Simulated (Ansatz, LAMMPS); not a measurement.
# Site preference of Si in place of Ge in glassy 68GeO2-32ZnO (mol %) (91 atoms), part 2 of 3

Aim: make Si in place of Ge at several sites of glassy 68GeO2-32ZnO (mol %) (91 atoms), relax each, and compare their energies.

Ansatz 0.2.0; Kohn-Sham DFT, PBE, PAW (set soft_2), plane waves.

The cell: 23 Ge, 11 Zn and 57 O. The quench rate of 50 K/ps far exceeds what a furnace or splat quench reaches. The starting topology of bonds comes from the classical model. Only the Γ point is sampled, in a cell whose shortest periodic width is 11 Å.

So far. Step 2 (Single point at the start): The r.m.s. force at the start is 0.90 eV/Å. Step 3 (Relaxation): The relaxation converged after 11 steps, 8.13 eV below its start, with a largest force component of 0.022 eV/Å.

### 4. Single point at the relaxed geometry

One more single point at the end of the walk gives the fuller output and checks the residual forces.

The input, input.yaml:

```yaml
crystal:
  lattice:
    - [11.04645, 0.0, 0.0]
    - [0.0, 11.04645, 0.0]
    - [0.0, 0.0, 11.04645]
  atoms:
    - { symbol: Ge, position: [0.58969, 0.99634, 0.09473] }
    - { symbol: Ge, position: [0.56211, 0.5379, 0.30209] }
    - { symbol: Ge, position: [0.03097, 0.67491, 0.78635] }
    - { symbol: Ge, position: [0.33972, 0.96441, 0.45916] }
    - { symbol: Ge, position: [0.54176, 0.71943, 0.75622] }
    - { symbol: Ge, position: [0.38375, 0.38782, 0.1089] }
    [... 79 atom lines left out ...]
    - { symbol: O, position: [0.02327, 0.74814, 0.32999] }
    - { symbol: O, position: [0.66075, 0.41444, 0.31299] }
    - { symbol: O, position: [0.33277, 0.82965, 0.15567] }
    - { symbol: O, position: [0.82731, 0.37246, 0.12096] }
    - { symbol: O, position: [0.8866, 0.53301, 0.33904] }
    - { symbol: O, position: [0.09139, 0.81855, 0.76559] }
kpoints:
  mp_grid: { grid: [1, 1, 1] }
hamiltonian:
  xc: pbe
scf:
  occupations: { method: gaussian, width: 0.025 }
output:
  forces: true
  stress: true
  populations: true
  dos:
    method: { smearing: { sigma: 0.15 } }
    de: 0.1
    projected: { site_lists: { Ge: [Ge], O: [O], Zn: [Zn] } }
  eigenvalues: true
  write_density: true
  write_potential: true
  volumetric_format: npy
  elf: true
```

Started as:

```bash
> ansatz run input.yaml --threads 4 --pin off --max-ram 8192MiB --backend cpu --events-out ev --progress --plain --runs-dir out
```

Numbers of over 12 decimals in the logs are rounded to 6 here.

The log of the run:

```text
[...]
Crystal: 91 atoms, lattice volume = 1347.933 Å³
Basis set: ecut = 420 eV, 26193 PW (Γ), exchange–correlation on 150×150×150 points (8 copies of the dense FFT grid, shifted against one another)
Bands: 489, of which v1, the nominal top of the filled ones, is band 398 counted from 1 (397 counted from 0)
Symmetry: 1 space group operations
[...]
k-points: 1
[...]
SCF iter   1: F=—  HF=-167630.944163 eV  |F-HF|=—  |Δ(HF+E_count)|=         —  Δρ=2.48e-3  dr2=8.74e-2  ethr=1.77e-3  ⟨swp⟩=6.0  Hψ=1787  notcnv=0  defer=43
[...]
SCF iter  10: F=-167630.951996 eV  HF=-167630.951996 eV  |F-HF|=2.36e-9  |Δ(HF+E_count)|=   1.49e-8  Δρ=1.24e-6  dr2=2.09e-8  ethr=1.26e-11  ⟨swp⟩=14.0  Hψ=3558  notcnv=0
SCF 1 converged in 10 iterations: F = -167630.951996 eV  dr2 = 2.09e-8
[...]
SCF converged after 10 iterations
Free energy (F): -167630.951996 eV
[...]
Internal energy: -167630.951996 eV  (E = F + TS)
E sigma→0 (E₀):  -167630.951996 eV
Fermi energy:    4.859349 eV
[...]
--- Forces (eV/Å), atoms counted from 1 ---
  atom   1  Ge     0.00179825     0.00080165    -0.00378463
  atom   2  Ge    -0.01755357    -0.00845769     0.01534890
  atom   3  Ge    -0.00092645     0.00347412    -0.00143931
  atom   4  Ge     0.00869871     0.00136081    -0.00769727
  atom   5  Ge     0.00769558     0.00666505    -0.00956311
  atom   6  Ge    -0.00457976     0.00677990    -0.00213042
  atom   7  Ge    -0.00142921     0.00133607    -0.00124150
  atom   8  Ge    -0.00932311     0.00226548     0.00665400
  atom   9  Ge    -0.00631478    -0.00036286     0.00108227
  atom  10  Ge     0.00892692    -0.00028166    -0.01199386
  atom  11  Ge     0.00644190    -0.00798739     0.00224549
  atom  12  Ge    -0.01053984    -0.00623916    -0.00586946
  atom  13  Ge     0.00826399    -0.01609907    -0.00084635
  atom  14  Ge    -0.01052982    -0.00493690     0.00156752
[...]
atom  90  O     -0.00502546     0.00187379     0.01043594
  atom  91  O      0.00290304     0.00495363    -0.00664457
  max |Σ_I F_I| component: 3.64e-5 eV/Å
--- Stress (GPa, compression-positive) ---
       -0.510938      -0.382235       1.322522
       -0.382235      -1.728075       0.650238
        1.322522       0.650238      -1.720300
  P = ⅓ Tr σ = -1.3198 GPa (-13.198 kbar)
--- Band table (eV) ---
[...]
--- Löwdin populations: 91 sites ---
  site symbol       q [e]
     0     Ge     12.5025
     1     Ge     12.4375
     2     Ge     12.4536
[...]
90      O      6.9476
  spilling = 0.005869 (of n_electrons = 796.000000)
```

Run time: 25 s. Hardware: 4 threads of Arm Neoverse V2, shared host; peak memory 2 GiB.

Numbers from this run:

| Property | Result |
| --- | --- |
| free energy | -167630.9520 eV |
| free energy per atom | -1842.0984 eV/atom |
| SCF cycles | 10 |
| pressure | -1.32 GPa |
| r.m.s. force component | 0.00555 eV/Å |
| longest force | 0.0248 eV/Å |
| Fermi energy | 4.859 eV |
| gap (highest filled to lowest empty level) | 1.69 eV |
| spilling of the projection | 0.005869 |

Löwdin charges by element and coordination (they lack the spilled electrons, 0.051 e an atom on average):

```
element  coordination  atoms  mean charge (e)  spread   least    most
     Ge           all     23             1.54  0.0382    1.43    1.60
     Ge             4     18             1.55  0.0267    1.50    1.60
     Ge             5      5             1.49  0.0349    1.43    1.52
      O           all     57           -0.825  0.0984   -1.05  -0.708
      O             2     30           -0.762  0.0612  -0.935  -0.708
      O             3     26           -0.889  0.0788   -1.01  -0.786
      O             4      1            -1.05       0   -1.05   -1.05
     Zn           all     11             1.49  0.0138    1.47    1.51
     Zn             3      1             1.47       0    1.47    1.47
     Zn             4      8             1.49  0.0144    1.47    1.51
     Zn             5      2             1.49  0.0065    1.49    1.50
```

Density of states as counts of states in windows of 1 eV (from the Fermi level), total and the larger projections:

| from (eV) | to (eV) | total | O p | Zn d | Ge p | Ge s |
| --- | --- | --- | --- | --- | --- | --- |
| -14 | -11 | 0.0 | 0.0 | 0.0 | 0.0 | 0.0 |
| -11 | -10 | 5.6 | 3.1 | 0.0 | 0.2 | 2.0 |
| -10 | -9 | 14.0 | 7.8 | 0.2 | 0.6 | 4.3 |
| -9 | -8 | 12.3 | 7.0 | 0.5 | 0.7 | 2.9 |
| -8 | -7 | 14.5 | 8.3 | 1.4 | 1.1 | 2.3 |
| -7 | -6 | 49.0 | 23.6 | 18.0 | 5.5 | 0.4 |
| -6 | -5 | 89.1 | 28.0 | 53.5 | 5.0 | 0.4 |
| -5 | -4 | 56.8 | 27.4 | 21.6 | 3.7 | 0.5 |
| -4 | -3 | 60.5 | 47.5 | 5.9 | 3.4 | 0.4 |
| -3 | -2 | 84.1 | 75.9 | 4.0 | 1.5 | 0.2 |
| -2 | -1 | 60.5 | 54.6 | 3.7 | 0.7 | 0.1 |
| -1 | 0 | 5.8 | 5.1 | 0.4 | 0.1 | 0.0 |
| 0 | 1 | 1.7 | 0.2 | 0.0 | 0.0 | 0.6 |
| 1 | 2 | 0.3 | 0.0 | 0.0 | 0.0 | 0.1 |
| 2 | 3 | 8.8 | 2.3 | 0.0 | 0.8 | 3.2 |
| 3 | 4 | 16.8 | 4.5 | 0.0 | 1.9 | 5.6 |
| 4 | 5 | 17.6 | 4.5 | 0.0 | 2.9 | 4.6 |

Between -26 and -14 eV lie 344 more states.

The levels nearest the highest filled one (over half full), pooled over k-points and spins:

```csv
level less the highest filled one (eV),occupation
-0.385,2
-0.303,2
-0.229,2
-0.174,2
-0.13,2
0,2
1.69,0
3.35,0
3.38,0
3.59,0
3.66,0
3.81,0
```

Electrostatic potential energy in the ab plane at fractional z = 0.156, with atoms of Ge and Zn and O within 0.2 Å of it. With pseudopotentials it is smooth inside the atoms' cores, unlike the true potential.

Ten even steps from '_' (-34 eV) to '@' (11 eV), each cell a mean:
```
::##@@@@@@@@%%##****##%%@@@@@@%%**==--==**%%@@@@@@@@%%++..____
--##**--==##%%%%######%%@@@@@@@@%%##**##%%%%@@@@@@@@%%**::__..
##%%==____++%%%%%%**==**@@@@@@@@@@@@%%%%%%@@@@@@@@@@@@%%**++++
@@@@##====##%%%%##..____**@@@@@@@@@@@@%%%%##**##%%%%%%@@@@@@@@
@@@@@@%%%%##%%%%##::__..##@@@@@@@@@@@@%%**--..::==##@@@@@@@@@@
@@@@@@@@%%%%%%%%%%##**##%%@@@@@@@@@@@@##--______::**%%@@@@@@@@
@@@@@@@@@@@@@@%%%%**====**%%@@@@@@@@@@%%==..____--##%%@@@@@@@@
@@@@@@@@@@@@@@%%**::____::**%%@@@@@@@@%%##++--==**%%@@@@@@@@@@
@@@@@@@@@@@@@@%%**::____::**%%@@@@@@@@@@%%%%%%%%%%@@@@@@@@@@@@
@@%%@@@@@@@@@@@@%%++----++####%%@@@@@@@@@@@@@@@@@@@@@@@@@@@@@@
--::==%%@@@@@@@@@@%%%%%%##--..::##@@@@@@@@@@@@@@@@@@@@@@@@@@%%
____..##@@@@@@@@@@@@%%%%##..____**@@@@@@@@@@@@@@@@@@@@@@@@@@**
--::==%%@@@@@@@@@@%%##****++--++%%@@@@@@@@@@@@@@@@@@@@@@@@@@%%
@@@@@@@@@@@@@@@@@@##++::::==##%%@@@@@@@@@@@@@@@@%%**##%%@@@@@@
@@@@@@@@@@@@@@@@%%##--....::**%%@@@@@@@@@@@@@@@@++__..**@@@@@@
@@@@@@@@@@@@@@@@@@%%++----==##%%@@@@@@@@@@@@@@@@**::::**%%%%%%
%%@@@@@@@@@@@@@@@@%%%%######%%@@@@@@@@@@@@@@@@@@@@%%%%%%%%##%%
%%@@@@@@@@@@@@@@@@@@@@@@@@@@@@@@@@@@@@@@@@@@@@@@@@@@@@%%####%%
%%@@@@@@@@@@@@@@@@@@@@@@@@@@@@@@@@@@@@@@@@@@@@@@@@@@@@%%%%****
--%%@@@@@@@@@@%%%%%%@@@@@@@@@@@@@@@@@@@@@@@@@@@@@@@@@@@@++____
::%%@@@@@@@@++..::##@@@@@@@@@@@@@@@@@@@@@@@@@@@@@@@@@@@@++____
%%@@@@@@@@%%::____==@@@@@@@@@@@@@@%%####%%@@@@@@@@@@@@@@%%**++
%%@@@@@@@@@@**::--##@@@@@@@@@@@@%%**++++##@@@@@@@@@@@@%%%%####
++%%@@@@@@@@@@%%####%%%%@@@@@@%%**==----**%%@@@@@@@@%%##--::::
```
Columns run along a (11.0 Å; values clipped at the 3rd and 97th percentile), rows up along b (11.0 Å). Atoms in or near the plane, at fractional coordinates: Ge at (0.72, 0.75), Zn at (0.95, 0.96), O at (0.97, 0.15), O at (0.46, 0.52), O at (0.04, 0.51), O at (0.24, 0.10), O at (0.33, 0.83).

Valence density in the ab plane at fractional z = 0.156, with atoms of Ge and Zn and O within 0.2 Å of it. It is the smooth field of the valence electrons, not physical close to the nuclei.

Ten steps, logarithmic in the rise over the least value, from '_' (0 e/Å³) to '@' (32 e/Å³), each cell a mean:
```
==..........__........__________..::--::..____________::**@@%%
--::--====::............__________........__________..::==##**
..::==++++--......--==--..__________......______..........::::
__..::====::....--++**++--..________............::::::..______
____............::++**++--..________....::--++==::::..________
________________..::--::..____________..::##@@%%==..__________
________________..::----..____________..::++%%##--..__________
______________....==####==..____________..::::::....__________
____________....::==%%##==..__________________......__________
..::..__________..::----::::::::..____________________________
==++==::____________....::==++++::..________________________::
****++--..____________..::++**++--..______________________..--
==++==::______________..::--==--..__________________________::
......______________..----::::..________________::----::______
__________________..::++++--..________________..--++++--..____
__________________..::----::..________________..--====--..____
__________________..::::....____________________..::::....____
____________________..________________________________........
::..__________________________________________________..::----
==::________..::::..__________________________________..--++**
==::______..--++==--..______________......____________..--****
::..______::++****==..____________..::--::..____________::----
..________..--====--..__________..::----::..____________......
::__________..::::..____________..::----::..__________..--++==
```
Columns run along a (11.0 Å), rows up along b (11.0 Å). Atoms in or near the plane, at fractional coordinates: Ge at (0.72, 0.75), Zn at (0.95, 0.96), O at (0.97, 0.15), O at (0.46, 0.52), O at (0.04, 0.51), O at (0.24, 0.10), O at (0.33, 0.83).

The highest filled and lowest empty levels differ by 1.69 eV (at Γ alone); a semilocal functional tends to put such gaps too low. In a disordered cell it changes from sample to sample, and tail or defect levels can set it. Mean Löwdin charges: Ge +1.54, O -0.82, Zn +1.49 e (they miss 0.59 % of the electrons, so they add up to more than the cell's charge). The largest share in the top eV of filled states is O p (91 % of the projected weight), and in the lowest eV of empty states Ge s (38 % of the projected weight).

### 5. Si on a site of Ge, site Ge1

The site has 4 bonded neighbours (O4) at 1.78 Å on average, by cutoffs that count no bonds between two metal atoms or like ions. The change is made in the relaxed cell and the atoms are relaxed again, with spin allowed.

The input, input.yaml:

```yaml
crystal:
  lattice:
    - [11.04645, 0.0, 0.0]
    - [0.0, 11.04645, 0.0]
    - [0.0, 0.0, 11.04645]
  atoms:
    - { symbol: Si, position: [0.58969, 0.99634, 0.09473], spin: 0.6 }
    - { symbol: Ge, position: [0.56211, 0.5379, 0.30209] }
    - { symbol: Ge, position: [0.03097, 0.67491, 0.78635] }
    - { symbol: Ge, position: [0.33972, 0.96441, 0.45916] }
    [... atom lines 5 to 91 left out ...]
magnetization:
  spin_polarized: true
kpoints:
  mp_grid: { grid: [1, 1, 1] }
hamiltonian:
  xc: pbe
scf:
  occupations: { method: fermi_dirac, width: 0.025 }
  lower_state_search: "off"
output:
  forces: true
  eigenvalues: true
relax:
  f_tol: 0.05
  max_steps: 90
```

The log of the run:

```text
[...]
Crystal: 91 atoms, lattice volume = 1347.933 Å³
Basis set: ecut = 420 eV, 26193 PW (Γ), exchange–correlation on 150×150×150 points (8 copies of the dense FFT grid, shifted against one another)
Bands: 486, of which v1, the nominal top of the filled ones, is band 393 counted from 1 (392 counted from 0)
Symmetry: 1 space group operations
[...]
k-points: 1
[...]
Starting moments: Σ|m| = 3 μB on 5 of 91 sites
[...]
SCF iter   1: F=—  HF=-164002.846493 eV  |F-HF|=—  |Δ(HF+E_count)|=         —  Δρ=4.85e-2 (↑4.71e-2 ↓4.85e-2)  dr2=9.18e1  dr2_m=1.09e0  M=0.000 μB ∫|m|=0.493 μB  β_m=0.30  ethr=3.10e-3  ⟨swp⟩=6.0  Hψ=3908  notcnv=0
[...]
spin=Collinear: Resta preconditioning applied to the charge; magnetization (m = ρ↑ − ρ↓) channel mixes plain (no charge-response kernel on spin).
SCF iter   2: F=—  HF=-163983.099809 eV  |F-HF|=—  |Δ(HF+E_count)|=    1.97e1  Δρ=2.86e-2 (↑2.81e-2 ↓2.86e-2)  dr2=3.14e1  dr2_m=5.86e-1  M=0.000 μB ∫|m|=0.382 μB  β_m=0.30  ethr=3.10e-3  ⟨swp⟩=2.5  Hψ=1575  notcnv=0  defer=172
SCF iter   3: F=—  HF=-163975.026719 eV  |F-HF|=—  |Δ(HF+E_count)|=    8.07e0  Δρ=1.28e-2 (↑1.28e-2 ↓1.20e-2)  dr2=3.94e0  dr2_m=3.18e-1  M=0.000 μB ∫|m|=0.311 μB  β_m=0.30  ethr=3.10e-3  ⟨swp⟩=2.0  Hψ=1524  notcnv=0  defer=172
[...]
SCF iter   7: F=—  HF=-163974.308068 eV  |F-HF|=—  |Δ(HF+E_count)|=   2.73e-2  Δρ=1.57e-3 (↑1.57e-3 ↓1.57e-3)  dr2=5.07e-3  dr2_m=2.89e-2  M=0.000 μB ∫|m|=0.113 μB  β_m=0.30  ethr=5.61e-6  ⟨swp⟩=2.0  Hψ=1300  notcnv=0  defer=174
[...]
spin-set hold released at iteration 7 (site moments contracting): the magnetisation degrees of freedom join the quasi-Newton model from the next iteration; the mixer history was flushed
SCF iter   8: F=—  HF=-163974.315507 eV  |F-HF|=—  |Δ(HF+E_count)|=   7.44e-3  Δρ=1.18e-3 (↑1.18e-3 ↓1.18e-3)  dr2=2.85e-3  dr2_m=1.62e-2  M=0.000 μB ∫|m|=0.089 μB  β_m=0.65  ethr=6.45e-7  ⟨swp⟩=2.0  Hψ=1259  notcnv=0  defer=174
[...]
SCF iter  12: F=-163974.326860 eV  HF=-163974.326857 eV  |F-HF|=2.40e-6  |Δ(HF+E_count)|=   6.60e-6  Δρ=7.02e-6 (↑7.02e-6 ↓6.73e-6)  dr2=3.59e-6  dr2_m=1.21e-7  M=0.000 μB ∫|m|=0.001 μB  ethr=2.13e-9  ⟨swp⟩=3.0  Hψ=3090  notcnv=0
WARN: the starting moments were not kept: the SCF closed with an absolute magnetisation of 6.8e-4 μB, where they sum to 3 μB in size (5 sites). That is at most 0.1 of that sum. Measured as dr2_m measures the in/out step, that magnetisation stands 4.7e-8 eV from none, [...]
SCF 1 converged in 12 iterations: F = -163974.326860 eV  dr2 = 3.59e-6
[...]
relax step   1: F+E_penalty+E_count = -163974.32685969 eV  Δ(F+E_penalty+E_count) = +0.000e0 eV  max|allowed force component| = 3.103e0 eV/Å  Δτ_max = 0.0000 Å  (12 SCF iters, dr2 threshold 6.25e-5 eV, accepted)
[...]
relax step   2: F+E_penalty+E_count = -163974.89964384 eV  Δ(F+E_penalty+E_count) = -5.728e-1 eV  max|allowed force component| = 1.818e0 eV/Å  Δτ_max = 0.0709 Å  (6 SCF iters, dr2 threshold 1.00e-4 eV, accepted)
[...]
relax step   3: F+E_penalty+E_count = -163975.17200053 eV  Δ(F+E_penalty+E_count) = -2.724e-1 eV  max|allowed force component| = 1.230e0 eV/Å  Δτ_max = 0.1337 Å  (6 SCF iters, dr2 threshold 1.00e-4 eV, accepted)
[...]
relax step   4: F+E_penalty+E_count = -163974.91173486 eV  Δ(F+E_penalty+E_count) = +2.603e-1 eV  max|allowed force component| = 2.428e0 eV/Å  Δτ_max = 0.2000 Å  (7 SCF iters, dr2 threshold 1.00e-4 eV, rejected (line search))
[...]
relax step   5: F+E_penalty+E_count = -163975.21996186 eV  Δ(F+E_penalty+E_count) = -4.796e-2 eV  max|allowed force component| = 1.006e-1 eV/Å  Δτ_max = 0.1000 Å  (11 SCF iters, accepted)
[...]
relax step   6: F+E_penalty+E_count = -163975.21173332 eV  Δ(F+E_penalty+E_count) = +8.229e-3 eV  max|allowed force component| = 1.343e-1 eV/Å  Δτ_max = 0.0666 Å  (9 SCF iters, rejected (line search))
[...]
relax step   7: F+E_penalty+E_count = -163975.22332425 eV  Δ(F+E_penalty+E_count) = -3.362e-3 eV  max|allowed force component| = 4.101e-2 eV/Å  Δτ_max = 0.0164 Å  (9 SCF iters, accepted)
SCF converged after 9 iterations
Magnetization: 0.0000 μB (393.0000 up, 393.0000 down)
Absolute magnetization: 0.0000 μB (∫|ρ↑−ρ↓|, with the PAW one-centre terms)
[...]
Per-site moments (μB) at R_I (Å): [(-3.900676213024784e-9, 0.653930), (1.894305006224673e-10, 0.722073), (8.300834137830864e-10, 0.716752), (3.964033384184512e-10, 0.721390), (1.2240059707704232e-10, 0.705985), [...]
Free energy (F): -163975.223324 eV
[...]
Internal energy: -163975.223324 eV  (E = F + TS)
E sigma→0 (E₀):  -163975.223324 eV
Fermi energy:    4.806877 eV
[...]
Σ components = -163975.223324   (vs F -163975.223324, Δ=0.00e0)
--- Forces (eV/Å), atoms counted from 1 ---
  atom   1  Si    -0.01052197     0.00941869     0.02069410
  atom   2  Ge     0.00882911    -0.00269075    -0.01290545
  atom   3  Ge     0.01223838    -0.00666632    -0.00635104
  atom   4  Ge    -0.02685447     0.00225429    -0.00135310
[...]
atom  91  O      0.00159369    -0.00444551     0.00258151
  max |Σ_I F_I| component: 7.72e-5 eV/Å
--- Band table (eV) ---
[...]
--- Relaxed structure (7 steps of the walk, 5 accepted, 0 SCFs on fresh bases) ---
  F+E_penalty+E_count = -163975.22332425 eV   max|allowed force component| = 4.101e-2 eV/Å
  atoms:
    - { symbol: Si, position: [0.588683, 0.994769, 0.088291] }
    - { symbol: Ge, position: [0.561760, 0.539603, 0.300954] }
    - { symbol: Ge, position: [0.030878, 0.675832, 0.787546] }
    - { symbol: Ge, position: [0.339967, 0.965033, 0.459499] }
[...]
- { symbol: O, position: [0.091071, 0.819639, 0.766597] }
```

Elapsed: 4.3 min, on 4 threads; peak memory 3.4 GiB.

The program notes that starting moments were not kept.

The relaxation converged after 7 steps, 0.896 eV below its start, with a largest force component of 0.041 eV/Å.

The surroundings of the Si atom, after relaxation, nearest first, numbered as they follow in the input and with coordinates relative to it.

| atom | x | y | z | distance (Å) | bonds |
| --- | --- | --- | --- | --- | --- |
| Si1 | 0.00 | 0.00 | 0.00 | 0.00 | 4 |
| O38 | 0.20 | 0.72 | 1.40 | 1.59 | 2 |
| O78 | 0.39 | -1.59 | -0.15 | 1.64 | 2 |
| O73 | -1.52 | 0.21 | -0.66 | 1.67 | 3 |
| O61 | 0.82 | 0.81 | -1.25 | 1.70 | 3 |
| Zn25 | -1.07 | 1.90 | -1.82 | 2.84 | 4 |
| Ge16 | 1.45 | -2.65 | 0.78 | 3.12 | 4 |
| Ge10 | 2.42 | 0.74 | -2.08 | 3.28 | 4 |
| Ge22 | -3.28 | -0.37 | -0.24 | 3.31 | 5 |
| Zn29 | 0.06 | 0.75 | 3.27 | 3.36 | 4 |
| O57 | 2.62 | -1.59 | 1.56 | 3.44 | 3 |
| O88 | -2.82 | -1.84 | 0.73 | 3.45 | 3 |

The column of bonds counts only the pairs O-Ge within 2.27 Å, O-Zn within 2.48 Å, O-Si within 2.08 Å; other neighbours, such as metal atoms beside each other in a compound, aren't counted, and periodic images can show an atom twice.

The largest move is 0.26 Å, by O38.

(Part 2 of 3 ends here.)

[Logs are printed without paths, hosts, clocks, repeated set-up lines and the standing remarks that a program may print on its own settings, such as how far it seeks lower states.]

[Hosts, paths, dates, database ids (printed as entryN), source tags and the programs' standing remarks are cut or masked in the printed files.]
